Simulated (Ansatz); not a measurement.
# HgC2S2N2 (C2/m): band gap by G0W0 on PBE, part 2 of 3

Wanted: the gap of HgC2S2N2 (C2/m) with a many-body correction, and the time that it takes.

Ansatz 0.2.0; PBE, then G0W0 on it, plane waves, PAW. Known limits of the many-body steps: finite bands, screening cutoff and k mesh; no spin-orbit coupling in G0W0; d shells not analysed.

So far. Step 3 (Bands along the symmetry lines): Over mesh and path the gap is 2.210 eV, from k = (-0.500, -0.500, 0.000) to k = Γ. The least direct gap found is 2.339 eV, at k = Γ.

## Step 4: G0W0 on the 4×4×4 mesh

G0W0 replaces the xc potential by a self-energy built once from the orbitals of the start. Levels are corrected in the window of bands that the input names, at points of the mesh.

This step: G0W0 on PBE, plane waves, PAW; PAW set soft_1.

Input file input.yaml:

```yaml
crystal:
  lattice:
    - [5.439, -2.021, 0.0]
    - [5.439, 2.021, 0.0]
    - [-0.5921680587, 0.0, 6.4076955288]
  atoms:
    - { symbol: Hg, position: [0.0, 0.0, 0.0] }
    - { symbol: C, position: [0.2661513025, 0.2661513025, 0.2233405963] }
    - { symbol: C, position: [0.7338486975, 0.7338486975, 0.7766594037] }
    - { symbol: S, position: [0.1320101513, 0.1320101513, 0.3259806969] }
    - { symbol: S, position: [0.8679898487, 0.8679898487, 0.6740193031] }
    - { symbol: "N", position: [0.3633996325, 0.3633996325, 0.1569129335] }
    - { symbol: "N", position: [0.6366003675, 0.6366003675, 0.8430870665] }
kpoints:
  mp_grid: { grid: [4, 4, 4] }
hamiltonian:
  xc: pbe
  pseudopotentials: { kind: paw, azcp: { folder: soft_1 } }
scf:
  occupations: { method: fixed }
gw:
  n_empty_bands: 1043
  ecut_chi: 220.0
  qp_bands: [v2, c2]
  qp_kpoints: band_edges
  screening: { model: contour_deformation }
```

The run is started by

```sh
> ansatz run input.yaml --threads 3 --pin off --max-ram 92160MiB --backend cuda --events-out ev --progress --plain --runs-dir out --devices 1 --max-vram 13GiB
```

Numbers of over 12 decimals in the logs are rounded to 6 here.

The program printed:

```text
GPUs: using 1 of 1 available (devices: 1).
[...]
GPU FFT provider: cuFFT
GPU libraries: cuBLAS 13.8.2, cuFFT 12.4.0, cuSOLVER 12.3.4
Crystal: 7 atoms, lattice volume = 140.870 Å³
Basis set: ecut = 420 eV, 2761 PW (Γ)
Bands: 32, of which v1, the nominal top of the filled ones, is band 25 counted from 1 (24 counted from 0)
Symmetry: 4 space group operations
[...]
k-points: 24 of 64
[...]
GPU buffer pool allocated for 72000 grid points (all kernels)
[...]
SCF iter   1: F=—  HF=-16889.567485 eV  |F-HF|=—  |Δ(HF+E_count)|=         —  Δρ=7.42e-2  dr2=7.16e0  ethr=3.10e-3  ⟨swp⟩=5.0  Hψ=3172  notcnv=0  defer=94
[...]
SCF iter   9: F=-16887.320622 eV  HF=-16887.320622 eV  |F-HF|=1.29e-8  |Δ(HF+E_count)|=   1.35e-6  Δρ=7.42e-6  dr2=8.69e-8  ethr=2.00e-10  ⟨swp⟩=11.4  Hψ=3322  notcnv=0
SCF 1 converged in 9 iterations: F = -16887.320622 eV  dr2 = 8.69e-8
[...]
NSCF: frozen V_eff on 24 k-points, pencils in batches of 32, up to order 128
the band table was solved once the SCF had ended and its energy, with any forces and stress, was formed, with the checks that follow a solve (3506 applications of the Hamiltonian). They found nothing against the state; the energy, forces and stress were not computed again (output.eigenvalues in the input reference)
[...]
G₀W₀ screening: q 1/24
[... further progress lines ...]
[...]
SCF converged after 9 iterations
Free energy (F): -16887.320622 eV
[...]
Internal energy: -16887.320622 eV  (E = F + TS)
E sigma→0 (E₀):  -16887.320622 eV
Fermi energy:    3.100719 eV
[...]
--- Band table (eV; the first three rows and the last of 24) ---
  k-point 0: bands = [... 21 lower, 1.2393, 2.1137, 2.3351, 2.9715, 5.3106, 7.2755, 7.5186, 8.3313, ... 3 higher]
  k-point 1: bands = [... 21 lower, 1.3584, 2.0811, 2.3320, 2.9779, 5.7056, 7.4620, 7.5711, 8.4278, ... 3 higher]
  k-point 2: bands = [... 21 lower, 1.4889, 2.0299, 2.3299, 2.9833, 6.1426, 7.4469, 7.9498, 8.5687, ... 3 higher]
  k-point 23: bands = [... 21 lower, 1.8117, 1.9041, 2.9635, 2.9821, 5.9602, 7.7102, 7.8330, 8.2046, ... 3 higher]
--- G₀W₀: contour deformation, 7 samples at zero and on the imaginary axis and 2 off it, 64 q-points, 1043 empty bands' worth ---
  eigenvalues of the whole cell's RPA ε∞ on this k-mesh (on a slab, of 1 + 4πα/V) = 2.6076, 3.2273, 5.1499; static W/v taken at q = 0 is 0.288912
  gw.qp_kpoints: band_edges: 23 of 24 stored k-points solved, in 1 pass; an edge of the gap read off the rows below is read off those points alone
    valence top: of the k-points left out ik 18 came nearest to being solved in a further pass, in band 25 (counted from 1, as in the quasiparticle table): it holds the edge there only if its correction is more favourable than any solved in that band by at least 0.734 eV; those differ by 0.037 eV
    conduction bottom: of the k-points left out ik 18 came nearest to being solved in a further pass, in band 26 (counted from 1, as in the quasiparticle table): it holds the edge there only if its correction is more favourable than any solved in that band by at least 0.532 eV; those differ by 0.160 eV
    ik  band        ε_KS         Σx   Σc(E_QP)       V_xc       Z   E_QP_lin       E_QP  E_QP is
     0    24      2.3351   -18.3543     2.1294   -15.0050  0.7406     1.0737     1.1152  root
     0    25      2.9715   -19.7939     1.9816   -16.5885  0.7501     1.7158     1.7477  root
     0    26      5.3106   -10.9765    -3.6887   -15.2685  0.7899     5.9179     5.9139  root
     0    27      7.2755    -8.3599    -4.0814   -13.2607  0.7757     8.1062     8.0948  root
     1    24      2.3320   -18.4477     2.1280   -15.1068  0.7402     1.0784     1.1192  root
     1    25      2.9779   -19.7209     1.9845   -16.5059  0.7505     1.7150     1.7474  root
     1    26      5.7056   -11.3221    -3.8570   -15.8509  0.7836     6.3831     6.3774  root
     1    27      7.4620    -7.7139    -4.2390   -12.7542  0.7783     8.2747     8.2632  root
     2    24      2.3299   -18.5379     2.1258   -15.2064  0.7399     1.0841     1.1242  root
     2    25      2.9833   -19.6501     1.9881   -16.4246  0.7510     1.7130     1.7459  root
     2    26      6.1426   -11.8281    -4.0883   -16.6795  0.7747     6.9147     6.9058  root
     2    27      7.4469    -7.2652    -4.3248   -12.3383  0.7817     8.2051     8.1952  root
     3    24      2.3173   -19.2663     2.2142   -15.8210  0.7434     1.0461     1.0862  root
     3    25      2.6968   -19.8589     2.0187   -16.6136  0.7520     1.4369     1.4702  root
     3    26      5.5586   -11.1730    -3.7975   -15.6406  0.7857     6.2341     6.2288  root
     3    27      7.2037    -8.1672    -4.0347   -12.9832  0.7812     7.9948     7.9849  root
     4    24      2.3412   -19.4326     2.1931   -16.0179  0.7435     1.0811     1.1196  root
     4    25      2.6730   -19.7528     2.0244   -16.4948  0.7520     1.4051     1.4393  root
     4    26      5.8878   -11.5147    -3.9261   -16.1535  0.7807     6.6072     6.6004  root
     4    27      7.4197    -8.4702    -4.1467   -13.4677  0.7741     8.2832     8.2704  root
     5    24      2.3598   -19.3244     2.1857   -15.9085  0.7442     1.0904     1.1296  root
     5    25      2.6379   -19.8547     2.0278   -16.6034  0.7510     1.3812     1.4143  root
     5    26      5.9291   -11.4951    -3.9232   -16.1368  0.7803     6.6546     6.6476  root
     5    27      7.4526    -8.6462    -4.1368   -13.6028  0.7751     8.2839     8.2724  root
     6    24      2.3279   -19.1137     2.2117   -15.6615  0.7437     1.0462     1.0874  root
     6    25      2.6516   -19.9360     2.0222   -16.6994  0.7509     1.4049     1.4372  root
     6    26      5.6028   -11.1975    -3.7889   -15.6571  0.7854     6.2788     6.2734  root
     6    27      7.2088    -8.2481    -4.0407   -13.0648  0.7811     7.9945     7.9848  root
     7    24      1.8957   -18.6217     2.2787   -15.1312  0.7352     0.6372     0.6839  root
     7    25      2.6694   -19.7583     1.9456   -16.5615  0.7549     1.3837     1.4183  root
     7    26      5.8082   -11.5318    -3.8717   -16.1365  0.7808     6.5483     6.5412  root
     7    27      6.8757    -8.0383    -3.8517   -12.6645  0.7862     7.6589     7.6502  root
     8    24      1.8969   -18.3699     2.3158   -14.8255  0.7346     0.6177     0.6683  root
     8    25      2.6244   -19.7392     1.9467   -16.5498  0.7538     1.3478     1.3816  root
     8    26      5.7147   -11.3111    -3.7862   -15.8024  0.7839     6.4261     6.4199  root
     8    27      6.9078    -8.2379    -3.8833   -12.9255  0.7836     7.7217     7.7120  root
     9    24      1.9066   -18.1678     2.3164   -14.6128  0.7348     0.6152     0.6679  root
     9    25      2.5628   -19.7216     1.9515   -16.5393  0.7525     1.2986     1.3320  root
     9    26      5.6492   -11.2038    -3.7167   -15.6032  0.7861     6.3374     6.3318  root
     9    27      6.9409    -8.4681    -3.9099   -13.2123  0.7808     7.7859     7.7752  root
[...]
21    24      2.8346   -18.9346     1.9643   -15.7501  0.7462     1.5810     1.6144  root
    21    25      3.1007   -19.7859     1.9133   -16.6573  0.7522     1.8555     1.8854  root
    21    26      6.3686   -11.3590    -4.1353   -16.2420  0.7754     7.1254     7.1163  root
    21    27      7.5385    -8.2747    -4.2533   -13.4081  0.7680     8.4341     8.4186  root
    22    24      2.8775   -19.0594     1.9529   -15.8873  0.7471     1.6256     1.6584  root
    22    25      3.0631   -19.6874     1.9205   -16.5513  0.7514     1.8171     1.8474  root
    22    26      6.1354   -11.2858    -4.0051   -15.9986  0.7797     6.8503     6.8431  root
    22    27      7.6427    -8.5769    -4.3892   -13.9113  0.7613     8.6075     8.5879  root
    23    24      2.9635   -18.9179     1.9057   -15.7923  0.7482     1.7117     1.7436  root
    23    25      2.9821   -19.8532     1.9637   -16.6753  0.7504     1.7371     1.7679  root
    23    26      5.9602   -11.3949    -3.9254   -16.0171  0.7811     6.6634     6.6569  root
    23    27      7.7102    -8.7177    -4.5018   -14.2126  0.7565     8.7261     8.7033  root
```

It took 3.3 min on 1 × NVIDIA H100 80GB HBM3 (shared by 6 runs) with 3 threads of AMD EPYC 7R13 (Zen 3), shared host; peak memory 6.8 GiB.

Numbers from this step:

* bands summed: 1068
* RPA ε∞ on this mesh (eigenvalues): 2.608, 3.227, 5.150
* plane waves in the screening matrix: 1023
* q-points in the mesh: 64
* G0W0 gap over the corrected points: 4.028 eV
* k of the valence top: -0.5, -0.5, 0
* k of the conduction bottom: 0, 0, 0
* starting gap on the mesh: 2.210 eV
* Z at the valence top: 0.7522
* Z at the conduction bottom: 0.7899
* least direct G0W0 gap over the corrected points: 4.166 eV

Over 23 of 24 irreducible mesh points the G0W0 gap is 4.028 eV, from k = (-0.500, -0.500, 0.000) to k = Γ. The PBE gap of this run on the mesh is 2.210 eV. The two states that bound the G0W0 gap lie that far apart at the start, so the correction of the gap is 4.028 − 2.210 = +1.818 eV. The start of this run differs from the step before in mesh (6×6×4 and 4×4×4).

Labels follow the order of the start: v1 is the top filled band, c1 the lowest empty one; levels that stay degenerate share a row, the window can cut a multiplet, doubted levels are not marked in this list, bands outside the window were not corrected, and the list may be a part of the corrected levels. Levels before and after the correction, in eV, zero at the valence-band top of each column:

|  | conduction bottom | valence top |
| --- | --- | --- |
| Kohn-Sham | 2.21 | 0.00 |
| G0W0 | 4.03 | 0.00 |

|  | level | occupation | energy (eV) |
| --- | --- | --- | --- |
| Kohn-Sham | Γ v2 | 2 | -0.766 |
| Kohn-Sham | Γ v1 | 2 | -0.129 |
| Kohn-Sham | Γ c1 | 0 | 2.210 |
| Kohn-Sham | Γ c2 | 0 | 4.175 |
| Kohn-Sham | (-0.5 -0.5 0) v2 | 2 | -0.266 |
| Kohn-Sham | (-0.5 -0.5 0) v1 | 2 | 0.000 |
| Kohn-Sham | (-0.5 -0.5 0) c1 | 0 | 3.268 |
| Kohn-Sham | (-0.5 -0.5 0) c2 | 0 | 4.438 |
| G0W0 | Γ v2 | 2 | -0.770 |
| G0W0 | Γ v1 | 2 | -0.138 |
| G0W0 | Γ c1 | 0 | 4.028 |
| G0W0 | Γ c2 | 0 | 6.209 |
| G0W0 | (-0.5 -0.5 0) v2 | 2 | -0.271 |
| G0W0 | (-0.5 -0.5 0) v1 | 2 | 0.000 |
| G0W0 | (-0.5 -0.5 0) c1 | 0 | 5.231 |
| G0W0 | (-0.5 -0.5 0) c2 | 0 | 6.533 |

The parts of the quasiparticle energy for the two states that bound the G0W0 gap, in eV on the run's own scale (QP = start + Σx + Σc − Vxc, with Σc at the quasiparticle energy):

| edge | k | band | start | Σx | Σc | Vxc | Z | QP |
| --- | --- | --- | --- | --- | --- | --- | --- | --- |
| valence top | (-0.500, -0.500, 0.000) | 25 | 3.101 | −19.786 | 1.913 | −16.657 | 0.752 | 1.885 |
| conduction bottom | Γ | 26 | 5.311 | −10.976 | −3.689 | −15.268 | 0.790 | 5.914 |

(Part 2 of 3 ends here.)

[Paths, hosts, dates, memory and timing lines, banners, echoed tables and standing remarks are left out of the program output.]

[Logs are printed without paths, hosts, clocks, repeated set-up lines and the standing remarks that a program may print on its own settings, such as how far it seeks lower states.]

[Runs of the session that timed out or met a known fault of the program may be left out.]

[Cells called generated may have been cut or substituted from an entry of the Crystallography Open Database or the Materials Project.]

[Hosts, paths, dates, database ids (printed as entryN), source tags and the programs' standing remarks are cut or masked in the printed files.]

[Where an RPA ε∞ is given, it is that of the G0W0 mesh and is not shown converged in it. Names of k-points follow the symmetry that the program found, which can be lower than the space group named. Band edges on a path are those of the sampled points; other points can move an edge, and change direct to indirect where valleys lie close.]

[Hybrid gaps are those of their k-mesh and are not shown converged in it.]
